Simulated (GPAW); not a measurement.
# V2NS2 MXene monolayer in an electric field, part 2 of 2

How does V2NS2 MXene monolayer screen a perpendicular field?

GPAW 26.7.0; GPAW, PAW setups; layer in a repeated cell with vacuum, relaxation of atoms and in-plane cell (the session's first sound run).

So far. Step 5 (In a field): The dipole is now -0.0327 e Å, against -7.2e-4 in the run without a field. Step 8 (Field on): The dipole is now 0.0327 e Å, against -7.2e-4 in the run without a field.

**9. Field on (continued)**

Level of this step: GPAW, PAW setups; slab in vacuum (GPAW).

The electrostatic potential energy of an electron (without an applied field's), less the Fermi level, planar mean oscillates, so the rows of the table below give means over windows of 1.45 Å about each position, cut where the curve ends. Its maxima inside the range that stand out by 2 % of the span (Å: eV): 0.8: 6.04, 9.8: -4.61, 11.2: -9.68, 12.0: -9.84, 13.5: -5.33. Its minima: 9.0: -20.3, 10.6: -16.5, 11.6: -15.4, 12.7: -17.0, 14.3: -21.3.

Table of electrostatic potential energy of an electron (without an applied field's), less the Fermi level, planar mean by z; means over each step:

```tsv
z (Å)	electrostatic potential energy of an electron (without an applied field's), less the Fermi level, planar mean (eV)
0.72	5.95
2.17	6.04
3.62	6.04
5.07	6.04
6.52	5.99
7.97	1.64
9.42	-11.2
10.87	-13.0
12.32	-13.5
13.77	-11.9
15.22	-0.566
16.67	4.53
18.12	4.59
19.57	4.59
21.02	4.59
22.47	4.64
```

The dipole is now 0.0654 e Å, against -7.2e-4 in the run without a field.

**10. In a field**

run.py reads:

```python
import json
import numpy as np
from ase import Atoms
from gpaw import GPAW, PW
from gpaw.external import ConstantElectricField

slab = Atoms(
    ['S', 'V', 'N', 'V', 'S'],
    positions=[
        [0.00000, 1.76791, 9.00000],
        [1.53106, 0.88395, 10.58022],
        [0.00000, 0.00000, 11.63393],
        [0.00000, 1.76791, 12.68763],
        [1.53106, 0.88395, 14.26785]],
    cell=[[3.06211, 0.0, 0.0], [-1.53106, 2.65187, 0.0], [0.0, 0.0, 23.2679]],
    pbc=[True, True, False],
    magmoms=[0.0, 2.0, 0.0, 2.0, 0.0])

slab.calc = GPAW(mode=PW(500), xc='PBE', kpts={'size': (12, 12, 1), 'gamma': True},
                 occupations={'name': 'fermi-dirac', 'width': 0.05}, nbands='160%',
                 convergence={'density': 1e-05}, maxiter=200,
                 poissonsolver={'dipolelayer': 'xy'},
                 external=ConstantElectricField(0.3, [0, 0, 1]),
                 symmetry={'tolerance': 1e-3}, txt='slab.txt')
result = {}
energy = slab.get_potential_energy()
fermi = slab.calc.get_fermi_level()
v = slab.calc.get_electrostatic_potential().mean((0, 1)) - fermi
n = slab.calc.get_pseudo_density().mean((0, 1))
L = slab.cell[2, 2]
z = np.arange(len(v)) * L / len(v)
low, high = slab.positions[:, 2].min(), slab.positions[:, 2].max()
below, above = np.interp([low - 6.8, high + 6.8], z, v)
slopes = [np.interp(x, z, np.gradient(v, z)) for x in (low - 6.8, high + 6.8)]
eps = np.array([[slab.calc.get_eigenvalues(k, s) for k in range(len(slab.calc.get_ibz_k_points()))]
                for s in range(slab.calc.get_number_of_spins())]) - fermi
top, bottom = eps[eps < 0].max(), eps[eps > 0].min()
dipole = slab.get_dipole_moment()[2]
print(f'energy {energy:.4f} eV, Fermi level {fermi:.4f} eV, dipole {dipole:.5f} e A')
print(f'potential 6.8 A off the faces, from the Fermi level: lower {below:.4f} eV, upper {above:.4f} eV')
print(f'slope of the potential there: lower {slopes[0]:.5f}, upper {slopes[1]:.5f} eV/A')
print(f'nearest levels on the mesh: {top:.4f} and {bottom:.4f} eV')
print('magnetic moment', round(slab.get_magnetic_moment(), 3))
result.update(energy=energy, fermi=fermi, dipole=dipole, below=below, above=above, slopes=slopes, edges=[top, bottom],
              z=z.tolist(), v=v.tolist(), n=n.tolist(), positions=slab.positions.tolist(),
              forces=slab.get_forces(apply_constraint=False).tolist(), moments=slab.get_magnetic_moments().tolist())
json.dump(result, open('result.json', 'w'))
```

Launch:

```console
> OMP_NUM_THREADS=1 OPENBLAS_NUM_THREADS=1 python run.py
```

What it wrote:

```text
energy -37.6762 eV, Fermi level -0.2972 eV, dipole 0.09810 e A
potential 6.8 A off the faces, from the Fermi level: lower 6.4108 eV, upper 4.2247 eV
slope of the potential there: lower 0.00010, upper -0.00010 eV/A
nearest levels on the mesh: -0.0221 and 0.0021 eV
magnetic moment -0.0
```

Elapsed: 6.7 min, on 1 thread of Intel Xeon Platinum 8559C (Emerald Rapids), shared host; peak memory 0.78 GiB.

The electrostatic potential energy of an electron (without an applied field's), less the Fermi level, planar mean oscillates, so the rows of the table below give means over windows of 1 Å about each position, cut where the curve ends. Its maxima inside the range that stand out by 2 % of the span (Å: eV): 0.8: 6.41, 9.8: -4.43, 11.2: -9.64, 12.0: -9.87, 13.5: -5.51. Its minima: 9.0: -20.1, 10.6: -16.4, 11.6: -15.4, 12.7: -17.1, 14.3: -21.6.

Electrostatic potential energy of an electron (without an applied field's), less the Fermi level, planar mean against z; means over each step:

z (Å), electrostatic potential energy of an electron (without an applied field's), less the Fermi level, planar mean (eV) and a bar from the least value:
```
        0        6.0 #############################
        1        6.4 ##############################
        2        6.4 ##############################
        3        6.4 ##############################
        4        6.4 ##############################
        5        6.4 ##############################
        6        6.4 ##############################
        7        6.3 ##############################
        8        2.9 #########################
        9      -13.7 #
       10       -8.4 ########
       11      -12.7 ##
       12      -12.6 ##
       13      -12.1 ###
       14      -14.0 
       15       -2.9 ################
       16        3.9 ##########################
       17        4.2 ###########################
       18        4.2 ###########################
       19        4.2 ###########################
       20        4.2 ###########################
       21        4.2 ###########################
       22        4.2 ###########################
       23        4.4 ###########################
```

The dipole is now 0.0981 e Å, against -7.2e-4 in the run without a field.

**11. The series**

The members are put on one axis.

This step: induced dipole against applied field (GPAW 26.7.0).

Table of dipole along the normal by field:

```tsv
field (V/Å)	dipole along the normal (e·Å)
-0.200	-0.0654
-0.100	-0.0327
-0.050	-0.0163
0.000	-7.2e-4
0.050	0.0163
0.100	0.0327
0.200	0.0654
0.300	0.0981
```

**12. Results**

```
work function, upper and lower face            : 5.320 and 5.306 eV
dipole along the normal                        : -7.2e-4 e Å
induced dipole per field                       : 0.327 e Å per V/Å
out-of-plane polarisability per area, α/(ε0 A) : 7.29 Å
```

The field induces 0.327 e Å per V/Å, a polarisable thickness α/(ε0 A) of 7.29 Å beside 5.27 Å between the outermost nuclei. A perfect conductor would give the distance between its two image planes; a dielectric of thickness t gives t(1 - 1/ε). The induced dipole is linear in the field over this range. The starting lattice was a guess from atomic radii; the relaxation moved it by 4 %. The small printed dipole stands for a step of 16 meV from the lower to the upper face, and the probes find 15 meV; values this small are near the numerical noise of both. One magnetic start was tried; another order may lie lower. The layer's cell and atoms come from the relaxation; spin-orbit coupling and temperature are left out.

[Logs are printed without paths, hosts, clocks, repeated set-up lines and the standing remarks that a program may print on its own settings, such as how far it seeks lower states.]

[Hosts, paths, dates, database ids (printed as entryN), source tags and the programs' standing remarks are cut or masked in the printed files.]
